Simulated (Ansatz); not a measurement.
# Tc of LaS (Fm-3m) from its phonons, part 2 of 3

Wanted: λ, ω_log and Tc of LaS (Fm-3m). The cell shown first is a relaxed one, from steps not shown here.

Ansatz 0.2.0; DFT PBEsol, scalar-relativistic, plane waves, PAW.

So far, coupling constant λ: step 2 (electron–phonon run: q 2×2×2, k 6×6×6, scattering 12×12×12) 0.355. Also log mean phonon energy ħω_log (meV): step 2 15.4.

### 3. Electron–phonon run: q 3×3×3, k 9×9×9, scattering 12×12×12

The next rung changes the q mesh, which sets the reach of the force constants and couplings; the k mesh of the density and its response.

input.yaml reads:

```yaml
crystal:
  lattice:
    - [0.0, 2.9028275455, 2.9028275455]
    - [2.9028275455, 0.0, 2.9028275455]
    - [2.9028275455, 2.9028275455, 0.0]
  atoms:
    - { symbol: La, position: [0.0, 0.0, 0.0] }
    - { symbol: S, position: [0.5, 0.5, 0.5] }
kpoints:
  mp_grid: { grid: [9, 9, 9] }
hamiltonian:
  xc: pbesol
scf:
  occupations: { method: methfessel_paxton, width: 0.2 }
output:
  eigenvalues: true
phonons:
  method: dfpt
  qmesh: [3, 3, 3]
  temperatures: { t_max: 1000, t_step: 50 }
  qpath:
    path:
      - [[0.0, 0.0, 0.0], [0.5, 0.0, 0.5], [0.625, 0.25, 0.625]]
      - [[0.375, 0.375, 0.75], [0.0, 0.0, 0.0], [0.5, 0.5, 0.5], [0.5, 0.25, 0.75], [0.5, 0.0, 0.5]]
    npoints: 10
  electrical_resistivity:
    mesh: [12, 12, 12]
    temperatures: [20.0, 50.0, 77.0, 100.0, 150.0, 200.0, 300.0, 400.0, 600.0, 800.0]
  superconductivity: { mesh: [12, 12, 12] }
```

The run is started by

```sh
$ ansatz run input.yaml --threads 4 --pin off --max-ram 10240MiB --backend cpu --events-out ev --progress --plain --runs-dir out
```

Numbers of over 12 decimals in the logs are rounded to 6 here.

What it wrote:

```text
[...]
Crystal: 2 atoms, lattice volume = 48.921 Å³
Basis set: ecut = 420 eV, 941 PW (Γ), exchange–correlation on 60×60×60 points (8 copies of the dense FFT grid, shifted against one another)
Bands: 13, of which v1, the nominal top of the filled ones, is band 9 counted from 1 (8 counted from 0)
Symmetry: 48 space group operations
k-points: 35 of 729
[...]
SCF iter   1: F=—  HF=-7050.665784 eV  |F-HF|=—  |Δ(HF+E_count)|=         —  Δρ=4.00e-3  dr2=1.30e-2  ethr=1.77e-3  ⟨swp⟩=5.0  Hψ=5034  notcnv=0
[...]
SCF iter   9: F=-7050.661300 eV  HF=-7050.661300 eV  |F-HF|=1.82e-12  |Δ(HF+E_count)|=    0.00e0  S|Δr|=    0.00e0  Δρ=2.77e-8  dr2=3.21e-13  ethr=1.00e-12  ⟨swp⟩=8.4  Hψ=2598  notcnv=0
SCF 1 converged in 9 iterations: F = -7050.661300 eV  dr2 = 3.21e-13
[...]
NSCF: frozen V_eff on 35 k-points
[...]
Bands: 17, of which v1, the nominal top of the filled ones, is band 9 counted from 1 (8 counted from 0)
SCF iter   1: F=—  HF=-7050.665784 eV  |F-HF|=—  |Δ(HF+E_count)|=         —  Δρ=4.00e-3  dr2=1.30e-2  ethr=1.77e-3  ⟨swp⟩=5.0  Hψ=2759  notcnv=0
[...]
SCF iter   9: F=-7050.661300 eV  HF=-7050.661300 eV  |F-HF|=0.00e0  |Δ(HF+E_count)|=    0.00e0  S|Δr|=    0.00e0  Δρ=2.74e-8  dr2=3.11e-13  ethr=1.00e-12  ⟨swp⟩=2.1  Hψ=1038  notcnv=0
SCF 2 converged in 9 iterations: F = -7050.661300 eV  dr2 = 3.11e-13
[...]
SCF converged after 9 iterations
[...]
Free energy (F): -7050.661300 eV
[...]
Internal energy: -7050.660954 eV  (E = F + TS)
E sigma→0 (E₀):  -7050.661214 eV
Entropy (-TS):   -0.000347 eV (-0.173 meV/atom)
Fermi energy:    11.900403 eV
[...]
--- Band table (eV; the first three rows and the last of 35) ---
  k-point 0: bands = [... 5 lower, 8.6828, 8.6828, 8.6828, 12.0783, 12.0783, 12.0783, 13.0856, 13.0856, ... 4 higher]
  k-point 1: bands = [... 5 lower, 8.2541, 8.4190, 8.4190, 12.0197, 12.2600, 12.2600, 13.3650, 13.3650, ... 4 higher]
  k-point 2: bands = [... 5 lower, 7.3940, 7.8893, 7.8893, 12.0929, 12.7225, 12.7225, 13.6901, 13.6901, ... 4 higher]
  k-point 34: bands = [... 5 lower, 7.1560, 8.0756, 8.2196, 12.0373, 12.7632, 13.7140, 13.7251, 13.8023, ... 4 higher]
[...]
ASR residual: 3.780e-5 → 0.000e0 eV/Å²; symmetrization residual: 3.061e-8 eV/Å²
  ASR residual per site (eV/Å²): 3.78e-5 5.05e-6
  Γ frequencies (cm⁻¹): 0.00 0.00 0.00 267.58 267.58 267.58
--- Phonons (arbitrary-q DFPT): 4 irreducible q on the 3×3×3 mesh ---
[...]
interpolated dispersion: 62 rows × 6 modes
[...]
--- Electrical resistivity: potentials and phonons of a 3×3×3 supercell ---
[...]
at the Fermi level of each mesh (of a tensor a third of its trace):
[...]
12×12×12                     0.5675              5.6608    0.3450    0.4151          15.360
          6×6×6                     0.4977              4.6635    0.2978    0.3544          15.648
          3×3×3                     0.4467              4.9775    0.2096    0.2370          15.285
  resistivity on the deck's mesh, µΩ·cm:
[...]
20.00     1.5347e-2              no     1.5347e-2     1.5347e-2     1.5347e-2       3.8515e-2         1.5693e-2
     50.00     8.6989e-1              no     8.6989e-1     8.6989e-1     8.6989e-1        1.1021e0         7.7031e-1
     77.00      2.3735e0              no      2.3735e0      2.3735e0      2.3735e0        2.5906e0          2.0286e0
    100.00      3.7371e0              no      3.7371e0      3.7371e0      3.7371e0        3.9399e0          3.1970e0
    150.00      6.6851e0              no      6.6851e0      6.6851e0      6.6851e0        6.8875e0          5.7696e0
    200.00      9.5307e0              no      9.5307e0      9.5307e0      9.5307e0        9.7643e0          8.2657e0
    300.00      1.4979e1              no      1.4979e1      1.4979e1      1.4979e1        1.5320e1          1.3036e1
    400.00      2.0240e1              no      2.0240e1      2.0240e1      2.0240e1        2.0706e1          1.7626e1
    600.00      3.0449e1              no      3.0449e1      3.0449e1      3.0449e1        3.1176e1          2.6504e1
    800.00      4.0382e1              no      4.0382e1      4.0382e1      4.0382e1        4.1391e1          3.5112e1
[...]
vibrations of 27 cells: unjudged by the run; compare a larger repeat
[...]
--- Superconductivity: potentials and phonons of a 3×3×3 supercell ---
           mesh         λ    ħω_log (meV)  μ* declared at (meV)
       12×12×12    0.3450          15.360               19.019
          6×6×6    0.2978          15.648               19.218
          3×3×3    0.2096          15.285               17.866
  λ by the species' shares of the modes' patterns: La 0.2532, S 0.0918
[...]
0.08      0.526         0.533         0.481         0.490         0.518         0.520          0.520
      0.10      0.285         0.289         0.255         0.259         0.282         0.282          0.283
      0.12      0.133         0.135         0.118         0.120         0.136         0.136          0.136
      0.13      0.084         0.085    none_found    none_found    none_found    none_found     none_found
      0.14      0.050         0.051    none_found    none_found    none_found    none_found     none_found
      0.16      0.014         0.014    none_found    none_found    none_found    none_found     none_found
      0.20      0.000         0.000    none_found    none_found    none_found    none_found     none_found
  none_found: no transition down to 0.1 K
[...]
not converged in the mesh (λ): between neighbouring meshes, the two finest first, λ moves by 13.68 % and 29.62 % and the anisotropic transition temperature over the full bandwidth at μ* = 0.13 by nothing (neither mesh has one) and nothing (neither mesh has one); converged means that the two finest part by at most 2.00 % and 5.00 %
  vibrations of 27 cells: unjudged by the run; compare a larger repeat
[...]
```

Run time: 3.1 min. Hardware: 4 threads of Arm Neoverse V2, shared host; peak memory 3.7 GiB; 12 min of CPU time.

Numbers from this step:

* zero point energy: 0.06593 eV/cell
* highest frequency, solved or plainly interpolated: 267.6 cm⁻¹
* Debye temperature (second moment): 362 K
* resistivity at 300 K: 14.98 μΩ cm
* coupling constant λ: 0.345
* density of states at the Fermi level: 0.5675 states/eV a spin and cell
* log mean phonon energy ħω_log: 15.36 meV
* transport coupling constant λ_tr: 0.4151, 0.4151, 0.4151 (xx, yy, zz)
* Drude plasma energy: 5.661, 5.661, 5.661 eV (xx, yy, zz)
* second-moment phonon energy ħω₂: 19.02 meV
* coupling λ by branch: 0.0701, 0.0727, 0.12, 0.0235, 0.022, 0.0367 (branches by rank of frequency)

An empty cell: under 1 mK by a formula, or no transition down to the floor of the Eliashberg search. Transition temperatures:

```
  μ*  McMillan Tc (K)  Allen–Dynes Tc (K)  isotropic Fermi-surface Tc (K)  isotropic full bandwidth Tc (K)  anisotropic Fermi-surface Tc (K)  anisotropic full bandwidth Tc (K)  anisotropic narrow window Tc (K)
0.08            0.526               0.533                           0.481                             0.49                             0.518                               0.52                              0.52
 0.1            0.285               0.289                           0.255                            0.259                             0.282                              0.282                             0.283
0.12            0.133               0.135                           0.118                             0.12                             0.136                              0.136                             0.136
0.13           0.0844              0.0853                               -                                -                                 -                                  -                                 -
0.14           0.0502              0.0508                               -                                -                                 -                                  -                                 -
0.16           0.0139               0.014                               -                                -                                 -                                  -                                 -
 0.2                -                   -                               -                                -                                 -                                  -                                 -
```

Between step 2 and this run (k-mesh 9×9×9 and q mesh 3×3×3) the value for the coupling constant λ moves from 0.355 to 0.345 (-3 %).

(Continued in part 3 of 3.)

[Logs are printed without paths, hosts, clocks, repeated set-up lines and the standing remarks that a program may print on its own settings, such as how far it seeks lower states.]

[Hosts, paths, dates, database ids (printed as entryN), source tags and the programs' standing remarks are cut or masked in the printed files.]
